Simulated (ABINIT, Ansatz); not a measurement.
# C (Diamond): zone-centre phonons, part 3 of 3

Which modes does C (Diamond) have at the zone centre?

ABINIT 10.8.3; DFT LDA, scalar-relativistic, plane waves, PseudoDojo norm-conserving pseudopotentials.

So far. Step 5 (Linear response at Γ): The acoustic modes at Γ come out as far as 0.6 cm⁻¹ from zero, where they should vanish, a small numerical error; the Born charges miss their sum rule by 6.6e-4 e, which is good. Step 6 (Zone-centre analysis): The rule moves no optical mode by more than 0.1 cm⁻¹.

## 8. Cross-check with Ansatz

The same cell, potentials and cutoff go through another code, on another k mesh. Its k mesh is centred on Γ.

This step: DFT LDA, scalar-relativistic, plane waves, PseudoDojo norm-conserving pseudopotentials (Ansatz 0.2.0).

input.yaml reads:

```yaml
crystal:
  lattice:
    - [0.0, 1.769021628, 1.769021628]
    - [1.769021628, 0.0, 1.769021628]
    - [1.769021628, 1.769021628, 0.0]
  atoms:
    - { symbol: C, position: [0.0, 0.0, 0.0] }
    - { symbol: C, position: [0.25, 0.25, 0.25] }
kpoints:
  mp_grid: { grid: [12, 12, 12] }
hamiltonian:
  xc: lda
  pseudopotentials: { kind: nc, accuracy: standard }
scf:
  occupations: { method: fixed }
output:
  eigenvalues: true
basis:
  ecutwfc: 1006.821
phonons:
  method: dfpt
  dielectric: true
  rigid_motions: translations
```

The run is started by

```bash
$ ansatz run input.yaml --threads 2 --pin off --max-ram 4096MiB --backend cpu --events-out ev --progress --plain --runs-dir out
```

The log of the run:

```text
Warning: basis.ecutwfc = 1006.821 eV is below the records' recommended 1115.666836 eV, and the density's cutoff is lower with it unless basis.ecutrho_ratio is high enough to keep the records' density cutoff: compare with a run at a higher cutoff
Engine: ansatz 0.2.0, aarch64-unknown-linux-gnu
Pseudopotentials: kind: nc
Pseudopotential: C, nc, valence charge 4, recommended cutoff 1115.666836 eV (normal), C.nc.azcp (PseudoDojo's, or run here from an input of PseudoDojo's; its table is named by hamiltonian.pseudopotentials.accuracy)
Functional definition: SPW92
  exchange = slater_x
  correlation = pw_c
Crystal: 2 atoms, lattice volume = 11.072 Å³
Basis set: ecut = 1006.821 eV, 821 PW (Γ), exchange–correlation on 64×64×64 points (8 copies of the dense FFT grid, shifted against one another)
Bands: 8, of which v1, the nominal top of the filled ones, is band 4 counted from 1 (3 counted from 0)
Symmetry: 48 space group operations
k-points: 280 of 1728 (irreducible under 4 space group operations, time reversal used)
Non-local potential: C, projectors of the file, l = 0: 2, l = 1: 2
Initial density: superposition of atomic densities (chi_scale 0.1, normalization cell)
Initial wavefunctions: pseudopotential atomic-orbital guess
Functional: x = slater, c = lda
SCF iter   1: F=—  HF=-329.088811 eV  |F-HF|=—  |Δ(HF+E_count)|=         —  Δρ=1.50e-1  dr2=1.78e0  ethr=3.10e-3  ⟨swp⟩=5.1  Hψ=14516  notcnv=0  defer=448
preconditioner: auto → none  [insulator: Δε(μ)=5.065 eV  Ē_g=19.942 eV  n_scr=0 (ndim 8)  ℏωp=31.6 eV  f_vac=0.000  ε∞_Penn≈3.5]
SCF iter   2: F=—  HF=-328.372468 eV  |F-HF|=—  |Δ(HF+E_count)|=   7.16e-1  Δρ=5.60e-2  dr2=2.23e-1  ethr=3.10e-3  ⟨swp⟩=2.6  Hψ=6069  notcnv=0  defer=477
SCF iter   3: F=—  HF=-328.283026 eV  |F-HF|=—  |Δ(HF+E_count)|=   8.94e-2  Δρ=6.02e-3  dr2=1.16e-3  ethr=2.79e-3  ⟨swp⟩=3.8  Hψ=4367  notcnv=0  defer=534
SCF iter   4: F=—  HF=-328.282843 eV  |F-HF|=—  |Δ(HF+E_count)|=   1.83e-4  Δρ=1.40e-4  dr2=5.92e-7  ethr=1.44e-5  ⟨swp⟩=2.0  Hψ=2885  notcnv=0  defer=555
SCF iter   5: F=—  HF=-328.282847 eV  |F-HF|=—  |Δ(HF+E_count)|=   4.00e-6  Δρ=6.35e-5  dr2=9.21e-8  ethr=7.40e-9  ⟨swp⟩=2.8  Hψ=3714  notcnv=0  defer=513
SCF iter   6: F=—  HF=-328.282847 eV  |F-HF|=—  |Δ(HF+E_count)|=   5.88e-9  Δρ=1.79e-5  dr2=8.53e-9  ethr=1.15e-9  ⟨swp⟩=1.1  Hψ=2295  notcnv=0  defer=513
SCF iter   7: F=—  HF=-328.282847 eV  |F-HF|=—  |Δ(HF+E_count)|=   1.58e-9  Δρ=8.46e-6  dr2=1.84e-9  ethr=1.07e-10  ⟨swp⟩=1.1  Hψ=2305  notcnv=0  defer=513
SCF iter   8: F=-328.282847 eV  HF=-328.282847 eV  |F-HF|=1.97e-11  |Δ(HF+E_count)|=  4.05e-10  Δρ=1.66e-6  dr2=7.58e-11  ethr=1.25e-12  ⟨swp⟩=8.0  Hψ=14415  notcnv=0
SCF 1 converged in 8 iterations: F = -328.282847 eV  dr2 = 7.58e-11
NSCF: frozen V_eff on 1 k-points
DFPT response loops at Γ: preconditioner auto → none (the input reference at scf.mixing.eps_inf says where Resta's filter doesn't serve); β = 0.50; Broyden in place of MSR1
── the response to a field inside a basis, on 12×12×12 k-points: an SCF that follows is theirs, and a resumed run solves both again ──
Bands: 5, of which v1, the nominal top of the filled ones, is band 4 counted from 1 (3 counted from 0)
k-points: 182 of 1728 (irreducible under 12 space group operations)
Initial density: handed on by an earlier stage of this run
Initial wavefunctions: pseudopotential atomic-orbital guess (no wavefunctions were taken with the density)
Eigensolver: Dense (182 Hₖ)
SCF iter   1: F=—  HF=-328.285208 eV  |F-HF|=—  |Δ(HF+E_count)|=         —  Δρ=5.61e-4  dr2=2.32e-6  ethr=1.00e-1
preconditioner: auto → none  [insulator: Δε(μ)=4.429 eV  Ē_g=16.158 eV  n_scr=0 (ndim 8)  ℏωp=31.6 eV  f_vac=0.000  ε∞_Penn≈4.8]
SCF iter   2: F=—  HF=-328.285210 eV  |F-HF|=—  |Δ(HF+E_count)|=   1.94e-6  Δρ=2.81e-4  dr2=5.51e-7  ethr=2.90e-8
SCF iter   3: F=-328.285211 eV  HF=-328.285211 eV  |F-HF|=4.58e-10  |Δ(HF+E_count)|=   6.96e-7  Δρ=6.99e-6  dr2=3.56e-10  ethr=6.88e-9
SCF 1 converged in 3 iterations: F = -328.285211 eV  dr2 = 3.56e-10
DFPT response loops at Γ: mixed as the last ones told, above
SCF converged after 8 iterations
Free energy (F): -328.282847 eV
Harris-Foulkes:  -328.282847 eV  (|F-HF|=1.97e-11)
Internal energy: -328.282847 eV  (E = F + TS)
E sigma→0 (E₀):  -328.282847 eV
Fermi energy:    13.572861 eV
--- Per-component energies (eV) ---
  E_band       = 35.977956
  E_kinetic    = 234.106769
  E_local      = -100.670736  (includes V_loc(G=0)·N_el)
  E_nonlocal   = -18.169113
  E_hartree    = 25.706121
  E_xc         = -118.472241
  E_vxc        = -130.701187  (∫ρ·V_xc dr)
  E_ewald      = -350.783646
  E_smearing   = -0.000000  (= −TS)
  E_closure    = 0.000000  (closes the sum)
  Σ components = -328.282847   (vs F -328.282847, Δ=0.00e0)
--- Band table (eV; the first three rows and the last of 280) ---
  k-point 0: bands = ["-8.1053", "13.5729", "13.5729", "13.5729", "19.1996", "19.1996", "19.1996", "27.6428"]
  k-point 1: bands = ["-7.9101", "12.3321", "13.2394", "13.2394", "19.6337", "19.6337", "19.9506", "27.7564"]
  k-point 2: bands = ["-7.3267", "9.7742", "12.5193", "12.5193", "20.5706", "20.5706", "21.1350", "28.0792"]
  k-point 279: bands = ["1.6347", "1.6347", "4.9794", "4.9794", "24.1804", "24.1804", "26.2370", "26.2370"]
--- Phonons (Γ-DFPT): 1 representative perturbation + reference, on 280 of 1728 k-points (Σ response iterations 3) ---
  k mesh reduced under 4 symmetry operations, with k and −k counted as one. Each operation leaves every solved perturbation unchanged. A smaller set is not considered because the run solves the response to a homogeneous field
  ASR residual: 5.301e-4 → 0.000e0 eV/Å²; symmetrization residual: 4.974e-14 eV/Å²
  ASR residual per site (eV/Å²): 5.30e-4 5.30e-4
  Γ frequencies (cm⁻¹): 0.00 0.00 0.00 1321.84 1321.84 1321.84
  ε∞ (high-frequency dielectric tensor):
        5.705150     0.000000     0.000000
        0.000000     5.705150    -0.000000
        0.000000    -0.000000     5.705150
  ε⁰ (static dielectric tensor: ions relaxed, cell fixed):
        5.705150     0.000000     0.000000
        0.000000     5.705150    -0.000000
        0.000000    -0.000000     5.705150
  ε⁰ − ε∞ (ionic part):
        0.000000    -0.000000    -0.000000
       -0.000000     0.000000     0.000000
       -0.000000     0.000000     0.000000
  softest optical mode at Γ: 1321.84 cm⁻¹; the repairs (sum rule, projections) moved no ω² at Γ by more than (3.46 cm⁻¹)²
  Born effective charges Z* (e; rows j = field, columns β = displacement):
    site 0:
        -0.00000    0.00000    0.00000
         0.00000   -0.00000   -0.00000
         0.00000   -0.00000   -0.00000
    site 1:
         0.00000   -0.00000   -0.00000
        -0.00000    0.00000    0.00000
        -0.00000    0.00000    0.00000
  Z* charge neutrality: 2.564e-4 e pre-enforcement
  solved inside a basis spanned on kpoints, on 12×12×12 k-points, its susceptibility summed on 18×18×18: ε∞ is read to err by 1.5e-2, Z* by 4.2e-3 e (field_mesh: kpoints solves on kpoints)
  optical modes at Γ without the LO–TO term, one row a degenerate level:
      ω (cm⁻¹)  modes    IR ((D/Å)²/amu)
       1321.84      3             0.0000
  optical modes at Γ + LO–TO along q̂ = [1.0000, 0.0000, 0.0000]:
      ω (cm⁻¹)  modes    IR ((D/Å)²/amu)
       1321.84      3             0.0000
  optical modes at Γ + LO–TO along q̂ = [0.0000, 1.0000, 0.0000]:
      ω (cm⁻¹)  modes    IR ((D/Å)²/amu)
       1321.84      3             0.0000
  optical modes at Γ + LO–TO along q̂ = [0.0000, 0.0000, 1.0000]:
      ω (cm⁻¹)  modes    IR ((D/Å)²/amu)
       1321.84      3             0.0000
```

The job ended after 28 s (2 threads of Arm Neoverse V1, shared host; peak memory 0.54 GiB; 39 s of CPU time).

Numbers from this step:

```
sum-rule residual before enforcement     : 5.30e-4 eV/Å²
miss of the charge sum rule              : 2.56e-4 e
estimated error of the dielectric tensor : 0.01465
estimated error of the Born charges      : 0.004192 e
mean high-frequency dielectric constant  : 5.705
```

## 9. Side by side: ABINIT PseudoDojo and Ansatz, PseudoDojo

Worked out from the results:

| Quantity | Value |
| --- | --- |
| root-mean-square difference | 0.03 cm⁻¹ |
| largest difference | 0.03 cm⁻¹ |

Frequencies side by side, by row:

```tsv
q (reciprocal lattice)	mode	ABINIT PseudoDojo (cm⁻¹)	Ansatz, PseudoDojo (cm⁻¹)
0 0 0	1	0	0
0 0 0	2	0	0
0 0 0	3	0	0
0 0 0	4	1322	1322
0 0 0	5	1322	1322
0 0 0	6	1322	1322
```

The two runs side by side. Further quantities:

```tsv
quantity	ABINIT PseudoDojo	Ansatz, PseudoDojo
mean ε∞	5.704	5.705
largest Born charge in size (e; the first before, the second after the charge sum rule)	0	0
summed IR intensity ((D/Å)²/amu)	0	0
```

At the zone centre the largest difference (acoustic modes at Γ apart) is 0.002 % of the highest mode.

## 10. Results

| Item | Value |
| --- | --- |
| space group after relaxation | Fd-3m |
| volume per atom | 5.54 Å³ |
| highest optical zone-centre mode (no LO-TO term) | 1322 cm⁻¹ |
| mean high-frequency dielectric constant | 5.70 |
| imaginary optical modes at the zone centre (no q mesh in this session) | none |
| largest difference from Ansatz, PseudoDojo | 0.03 cm⁻¹ |

At the LDA level the optical modes of C (Diamond) at the zone centre lie at 1322 cm⁻¹. The base run prints -1.3 GPa, mostly the error of a finite basis; the relaxation, with a smoothed cutoff, had brought the cell to rest. ABINIT PseudoDojo and Ansatz, PseudoDojo agree to 0.03 cm⁻¹ (0.002 % of the highest mode compared) on all solved modes but the acoustic ones at Γ. These are harmonic frequencies at zero temperature: anharmonic shifts and linewidths and thermal expansion are left out. Ansatz warns that the cutoff lies 10 % under the one recommended for these files; agreement at one cutoff is not convergence.

Computed beside measured:

| quantity | measured | LDA PseudoDojo norm-conserving, ABINIT | LDA PseudoDojo norm-conserving |
| --- | --- | --- | --- |
| lattice constant a (Å) | 3.567 | 3.538 (-0.8 %) | - |
| Raman mode, first-order diamond Raman … (cm⁻¹) | 1331.19 | 1322 (-0.7 %) | 1322 (-0.7 %) |

Measured values from pmc:9553866 (2022) and pmc:8537231 (2021).

**Verdict.** The lattice constant a is off by -0.8 %: fair agreement. The Raman mode is off by -0.7 % at LDA PseudoDojo norm-conserving, ABINIT: good agreement. The grades are ours: good and fair within 0.7 and 1.5 % for the lattice constant a and 3 and 7 % for the Raman mode. 1 further measured lines are left out: they lack a usable label, or no computed mode of their label or degeneracy could be paired (by label, or within 15 % without labels). For lattice constants and Raman mode the calculation has a static lattice, without zero-point motion or thermal expansion (measured at up to 300 K).

[Host names and launcher messages were left out of these logs when they were recorded.]

[Logs are printed without paths, hosts, clocks, repeated set-up lines and the standing remarks that a program may print on its own settings, such as how far it seeks lower states.]

[Hosts, paths, dates, database ids (printed as entryN), source tags and the programs' standing remarks are cut or masked in the printed files.]
